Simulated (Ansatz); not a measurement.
# KSrBr3 (built on the sites of a database entry of CsPbBr3): a soft mode frozen in, part 2 of 2

Aim: this structure of KSrBr3 (built on the sites of a database entry of CsPbBr3) is to be tested for unstable modes, and one is followed downhill.

Ansatz 0.2.0; DFT PBEsol, scalar-relativistic, plane waves, PseudoDojo norm-conserving pseudopotentials.

So far, highest frequency on the path or at a solved wavevector (cm⁻¹): step 2 (the dispersion) 209. Also lowest frequency on the path (cm⁻¹): step 2 -55.5.

The structure was built from a prototype and need not be the compound's stable phase.

**6. Relaxation from the frozen mode**

Starting from the lowest point found, all atoms and the cell are let go, so that strain and other modes of the same symmetry can join in.

The input, input.yaml:

```yaml
crystal:
  lattice:
    - [5.8733190708, 5.8733190708, 0.0]
    - [5.8733190708, 0.0, 5.8733190708]
    - [5.8733190708, 0.0, -5.8733190708]
  atoms:
    - { symbol: K, position: [-0.1021568883, 0.0510784441, 0.0510784441] }
    - { symbol: K, position: [0.1021568883, 0.4489215559, 0.4489215559] }
    - { symbol: Sr, position: [0.5, 0.25, 0.75] }
    - { symbol: Sr, position: [0.5, 0.75, 0.25] }
    - { symbol: Br, position: [0.5, 0.0127798351, 0.4872201649] }
    - { symbol: Br, position: [0.5, 0.4872201649, 0.0127798351] }
    - { symbol: Br, position: [0.0, 0.5, 0.0] }
    - { symbol: Br, position: [0.0, 0.0, 0.5] }
    - { symbol: Br, position: [0.5, 0.0127798351, 0.0127798351] }
    - { symbol: Br, position: [0.5, 0.4872201649, 0.4872201649] }
kpoints:
  mp_grid: { grid: [4, 4, 4] }
hamiltonian:
  xc: pbesol
  pseudopotentials: { kind: nc, accuracy: standard }
scf:
  occupations: { method: fixed }
output:
  forces: true
  stress: true
  eigenvalues: true
relax:
  adjacent_minimum: "off"
  f_tol: 0.002
  max_steps: 120
  cell: { stress_tol: 0.03 }
```

Started as:

```console
ansatz run input.yaml --threads 8 --pin off --max-ram 14336MiB --backend cpu --events-out ev --progress --plain --runs-dir out
```

Numbers of over 12 decimals in the logs are rounded to 6 here.

The log of the run:

```text
[...]
Crystal: 10 atoms, lattice volume = 405.211 Å³
Basis set: ecut = 1006.821291 eV, 29603 PW (Γ), exchange–correlation on 180×180×180 points (8 copies of the dense FFT grid, shifted against one another)
Bands: 50, of which v1, the nominal top of the filled ones, is band 40 counted from 1 (39 counted from 0)
Symmetry: 16 space group operations
[...]
k-points: 13 of 64
[...]
SCF iter   1: F=—  HF=-6082.442558 eV  |F-HF|=—  |Δ(HF+E_count)|=         —  Δρ=3.27e-2  dr2=8.82e0  ethr=3.10e-3  ⟨swp⟩=9.5  Hψ=3653  notcnv=0  defer=105
[...]
SCF iter   9: F=-6078.612950 eV  HF=-6078.612950 eV  |F-HF|=1.09e-8  |Δ(HF+E_count)|=   1.95e-7  Δρ=1.72e-6  dr2=1.64e-8  ethr=1.25e-10  ⟨swp⟩=28.8  Hψ=6696  notcnv=0
SCF 1 converged in 9 iterations: F = -6078.612950 eV  dr2 = 1.64e-8
relax step   1: F+E_penalty+E_count = -6078.61294977 eV  Δ(F+E_penalty+E_count) = +0.000e0 eV  max|allowed force component| = 1.373e-1 eV/Å  Δτ_max = 0.0000 Å  P = +0.198 GPa  Ω = 405.211 Å³  (9 SCF iters, dr2 threshold 1.00e-7 eV, accepted)
Crystal: 10 atoms, lattice volume = 410.151 Å³
Basis set: ecut = 1006.821291 eV, 29739 PW (Γ), exchange–correlation on 180×180×180 points (8 copies of the dense FFT grid, shifted against one another)
[...]
iter 1 solved again at ethr=1.32e-5 eV; its pass at ethr=3.10e-3 eV (dr2=1.06e-2 eV) is discarded
[...]
SCF iter   5: F=-6078.635948 eV  HF=-6078.635948 eV  |F-HF|=3.87e-7  |Δ(HF+E_count)|=   3.25e-6  Δρ=9.72e-6  dr2=4.26e-7  ethr=1.25e-9  ⟨swp⟩=21.6  Hψ=5770  notcnv=0
SCF 2 converged in 5 iterations: F = -6078.635948 eV  dr2 = 4.26e-7
relax step   2: F+E_penalty+E_count = -6078.63594836 eV  Δ(F+E_penalty+E_count) = -2.300e-2 eV  max|allowed force component| = 1.430e-1 eV/Å  Δτ_max = 0.0433 Å  P = +0.009 GPa  Ω = 410.151 Å³  energy of the carried Pulay correction = -5.800e-5 eV  (5 SCF iters, dr2 threshold 1.00e-6 eV, accepted)
Crystal: 10 atoms, lattice volume = 414.455 Å³
Basis set: ecut = 1006.821291 eV, 30163 PW (Γ), exchange–correlation on 180×180×180 points (8 copies of the dense FFT grid, shifted against one another)
[...]
SCF iter   6: F=-6078.688411 eV  HF=-6078.688411 eV  |F-HF|=5.83e-7  |Δ(HF+E_count)|=   8.36e-6  Δρ=5.75e-6  dr2=1.32e-7  ethr=1.25e-9  ⟨swp⟩=23.6  Hψ=5830  notcnv=0
SCF 3 converged in 6 iterations: F = -6078.688411 eV  dr2 = 1.32e-7
relax step   3: F+E_penalty+E_count = -6078.68841146 eV  Δ(F+E_penalty+E_count) = -5.246e-2 eV  max|allowed force component| = 4.752e-2 eV/Å  Δτ_max = 0.1956 Å  P = +0.064 GPa  Ω = 414.455 Å³  energy of the carried Pulay correction = -1.080e-4 eV  (6 SCF iters, dr2 threshold 1.00e-6 eV, accepted)
[...]
relax step   4: F+E_penalty+E_count = -6078.68993388 eV  Δ(F+E_penalty+E_count) = -1.522e-3 eV  max|allowed force component| = 4.726e-2 eV/Å  Δτ_max = 0.1117 Å  P = -0.018 GPa  Ω = 419.129 Å³  energy of the carried Pulay correction = -1.616e-4 eV  (7 SCF iters, dr2 threshold 1.41e-7 eV, accepted)
[...]
relax step   5: F+E_penalty+E_count = -6078.69246668 eV  Δ(F+E_penalty+E_count) = -2.533e-3 eV  max|allowed force component| = 4.569e-3 eV/Å  Δτ_max = 0.0549 Å  P = -0.011 GPa  Ω = 417.436 Å³  energy of the carried Pulay correction = -1.422e-4 eV  (6 SCF iters, dr2 threshold 1.40e-7 eV, accepted)
[...]
relax step   6: F+E_penalty+E_count = -6078.69249876 eV  Δ(F+E_penalty+E_count) = -3.208e-5 eV  max|allowed force component| = 9.488e-4 eV/Å  Δτ_max = 0.0037 Å  P = +0.004 GPa  Ω = 417.293 Å³  energy of the carried Pulay correction = -1.406e-4 eV  (6 SCF iters, dr2 threshold 1.30e-9 eV, accepted)
[...]
SCF iter   1: F=—  HF=-6078.692363 eV  |F-HF|=—  |Δ(HF+E_count)|=         —  Δρ=9.80e-6  dr2=4.53e-8  ethr=2.07e-6  ⟨swp⟩=6.7  Hψ=5741  notcnv=0  defer=107
eigensolver tolerance schedule: the retry pair's looser diagonalisation over-reported the residual by 36634.51 of it (diagonalisation noise at an unbounded share of the residual, at the tolerance the schedule requests for it); recorded, not acted on — ethr = c·dr2/N_el stays at c = 1.0e-1
[...]
SCF iter   2: F=—  HF=-6078.692664 eV  |F-HF|=—  |Δ(HF+E_count)|=   3.01e-4  Δρ=5.11e-6  dr2=1.72e-8  ethr=5.66e-11  ⟨swp⟩=8.3  Hψ=2644  notcnv=0  defer=94
[...]
SCF iter   5: F=-6078.692664 eV  HF=-6078.692664 eV  |F-HF|=7.28e-12  |Δ(HF+E_count)|=  6.73e-11  Δρ=7.66e-8  dr2=2.34e-11  ethr=1.00e-12  ⟨swp⟩=27.8  Hψ=6404  notcnv=0
SCF 7 converged in 5 iterations: F = -6078.692664 eV  dr2 = 2.34e-11
relax step   7: F+E_penalty+E_count = -6078.69266360 eV  Δ(F+E_penalty+E_count) = -1.648e-4 eV  max|allowed force component| = 9.403e-4 eV/Å  Δτ_max = 0.0000 Å  P = +0.004 GPa  Ω = 417.293 Å³  stress off target by 4.77e-3 GPa  SCF on the basis re-selected at this cell (its energy is not comparable with the rows above)  (5 SCF iters)
basis re-selected at this cell: Δ(F+E_penalty+E_count) = -1.648e-4 eV, ΔP = +0.001 GPa vs the last step (what re-selecting the basis moved, of the pressure what is left beyond the Pulay correction that the steps carried, after the strain that the cell walked since its last selection, with what the two solves' SCF thresholds leave and, on support functions, any second-order correction that the steps lacked; it is no m [...]
SCF converged after 5 iterations
Free energy (F): -6078.692664 eV
[...]
Internal energy: -6078.692664 eV  (E = F + TS)
E sigma→0 (E₀):  -6078.692664 eV
Fermi energy:    0.838902 eV
[...]
--- Forces (eV/Å), atoms counted from 1 ---
  atom   1  K      0.00000000     0.00018969     0.00000000
  atom   2  K     -0.00000000    -0.00018969     0.00000000
  atom   3  Sr     0.00000000    -0.00000000     0.00000000
  atom   4  Sr     0.00000000     0.00000000     0.00000000
  atom   5  Br    -0.00000000    -0.00000000    -0.00094034
  atom   6  Br     0.00000000     0.00000000     0.00094034
  atom   7  Br    -0.00000000     0.00000000     0.00000000
  atom   8  Br     0.00000000    -0.00000000    -0.00000000
  atom   9  Br    -0.00094034     0.00000000     0.00000000
  atom  10  Br     0.00094034    -0.00000000     0.00000000
  max |Σ_I F_I| component: 3.47e-18 eV/Å
--- Stress (GPa, compression-positive) ---
        0.003946      -0.000000      -0.000000
       -0.000000       0.004768       0.000000
       -0.000000       0.000000       0.003946
  P = ⅓ Tr σ = 0.0042 GPa (0.042 kbar)
--- Band table (eV; the first three rows and the last of 13) ---
  k-point 0: bands = [... 36 lower, 0.6082, 0.6674, 0.8367, 0.8367, 4.8364, 5.9917, 6.0638, 6.0638, ... 6 higher]
  k-point 1: bands = [... 36 lower, 0.5297, 0.6322, 0.7314, 0.7578, 5.2573, 6.2404, 6.2507, 6.3444, ... 6 higher]
  k-point 2: bands = [... 36 lower, 0.5455, 0.5639, 0.5827, 0.6378, 6.0473, 6.0851, 6.7055, 6.7961, ... 6 higher]
  k-point 12: bands = [... 36 lower, 0.2384, 0.4394, 0.4394, 0.6612, 6.1212, 6.3440, 6.5504, 7.0361, ... 6 higher]
--- Relaxed structure (6 steps of the walk, 6 accepted, 1 SCFs on fresh bases) ---
  F+E_penalty+E_count = -6078.69266360 eV   max|allowed force component| = 9.403e-4 eV/Å   (the final SCF, on the basis selected at the relaxed cell)
  cell:  # Å, volume = 417.2930 Å³
    - [5.928217, 5.936943, 0]
    - [5.928217, 0.0, 5.928217]
    - [5.928217, 0.0, -5.928217]
  atoms:
    - { symbol: K, position: [-0.153132, 0.076566, 0.076566] }
    - { symbol: K, position: [0.153132, 0.423434, 0.423434] }
    - { symbol: Sr, position: [0.5, 0.250000, 0.75] }
    - { symbol: Sr, position: [0.5, 0.75, 0.250000] }
    - { symbol: Br, position: [0.5, 0.021036, 0.478964] }
    - { symbol: Br, position: [0.5, 0.478964, 0.021036] }
    - { symbol: Br, position: [2.3628526971759043e-19, 0.500000, 0.0] }
    - { symbol: Br, position: [2.3628526971759043e-19, 0.0, 0.500000] }
    - { symbol: Br, position: [0.5, 0.021036, 0.021036] }
    - { symbol: Br, position: [0.5, 0.478964, 0.478964] }
```

Elapsed: 2.3 min, on 8 threads of Arm Neoverse N1, shared host; peak memory 3.6 GiB; 18 min of CPU time.

The steps of the relaxation:

```csv
step,energy less that of the first step (eV),largest force component (eV/Å),pressure (GPa),volume (Å³)
1,0.0000,0.1373,0.20,405.21
2,-0.0230,0.1430,0.01,410.15
3,-0.0755,0.0475,0.06,414.45
4,-0.0770,0.0473,-0.02,419.13
5,-0.0795,0.0046,-0.01,417.44
6,-0.0795,0.0009,0.00,417.29
7*,-0.0797,0.0009,0.00,417.29
```

Relaxation steps marked * repeat the geometry before them on a plane-wave basis chosen anew for their cell, so energy and pressure can jump there.

The run keeps the 16 symmetry operations that it works with, so distortions that break them were not tested.

```csv
"conventional cell, symmetrised",before,after,change
a (Å),8.306,8.384,+0.9 %
b (Å),8.306,8.384,+0.9 %
c (Å),11.747,11.874,+1.1 %
volume (Å³/atom),40.52,41.73,+3.0 %
```

The atoms that moved most (Å, as changes of fractional coordinates times the final cell):

```csv
atom,dx,dy,dz,length
K1,0.000,-0.303,0.000,0.303
K2,0.000,0.303,0.000,0.303
Br10,-0.098,0.000,0.000,0.098
Br6,0.000,0.000,-0.098,0.098
Br5,0.000,0.000,0.098,0.098
Br9,0.098,0.000,0.000,0.098
```

The relaxed structure:

```cif
data_structure
_symmetry_space_group_name_H-M 'P 1'
_symmetry_Int_Tables_number 1
_cell_length_a 8.3899
_cell_length_b 8.3838
_cell_length_c 8.3838
_cell_angle_alpha 90.000
_cell_angle_beta 60.024
_cell_angle_gamma 60.024
_cell_volume 417.29
loop_
_atom_site_label
_atom_site_type_symbol
_atom_site_fract_x
_atom_site_fract_y
_atom_site_fract_z
_atom_site_occupancy
K1 K 0.84687 0.07657 0.07657 1
K2 K 0.15313 0.42343 0.42343 1
Sr3 Sr 0.50000 0.25000 0.75000 1
Sr4 Sr 0.50000 0.75000 0.25000 1
Br5 Br 0.50000 0.02104 0.47896 1
Br6 Br 0.50000 0.47896 0.02104 1
Br7 Br 0.00000 0.50000 0.00000 1
Br8 Br 0.00000 0.00000 0.50000 1
Br9 Br 0.50000 0.02104 0.02104 1
Br10 Br 0.50000 0.47896 0.47896 1
```

Numbers from this step:

* pressure: 0.004220 GPa
* gap on the k-mesh: 3.997 eV
* volume per atom: 41.73 Å³

The distorted start has space group I4/mmm; the relaxation ends in I4/mmm.

**7. Outcome**

| Item | Value |
| --- | --- |
| unstable mode of the parent | q = (-0.5, -0.5, -0.5), 54i cm⁻¹ |
| depth at the lowest point sampled | 15.0 meV/atom |
| largest atomic shift at that point | 0.6 Å |
| space group reached (within 0.01 Å) | I4/mmm |
| energy gained over the parent (first relaxation, on the mesh of the frozen mode) | 23.0 meV/atom |
| volume per atom, phase reached | 41.7 Å³ |
| gap on the k-mesh, phase reached | 4.00 eV |

What this shows: Along this mode the structure falls into I4/mmm, 23.0 meV/atom below the parent. At the parent's cell the well is 15.03 meV/atom deep on the steps tried, with its lowest point at a shift of 0.6 Å. That is the last step tried, so the steps alone don't bracket the bottom of the well. Relaxing atoms and cell changes the gain by +7.97 meV/atom against the lowest step (energies at zero smearing). The modes of the phase reached were not computed on this path. Of the 6 patterns followed to their end from this parent, this one ends 54.0 meV/atom above the lowest, Imma. Another end point lies within 1 meV/atom; how such a difference moves with mesh and cutoff was not tested. Each path keeps the symmetry of its pattern, so a lower phase may lie along a pattern not tried. The starting cell was built on a prototype and not taken from a measurement, so the phase need not exist.

[Logs are printed without paths, hosts, clocks, repeated set-up lines and the standing remarks that a program may print on its own settings, such as how far it seeks lower states.]

[Hosts, paths, dates, database ids (printed as entryN), source tags and the programs' standing remarks are cut or masked in the printed files.]
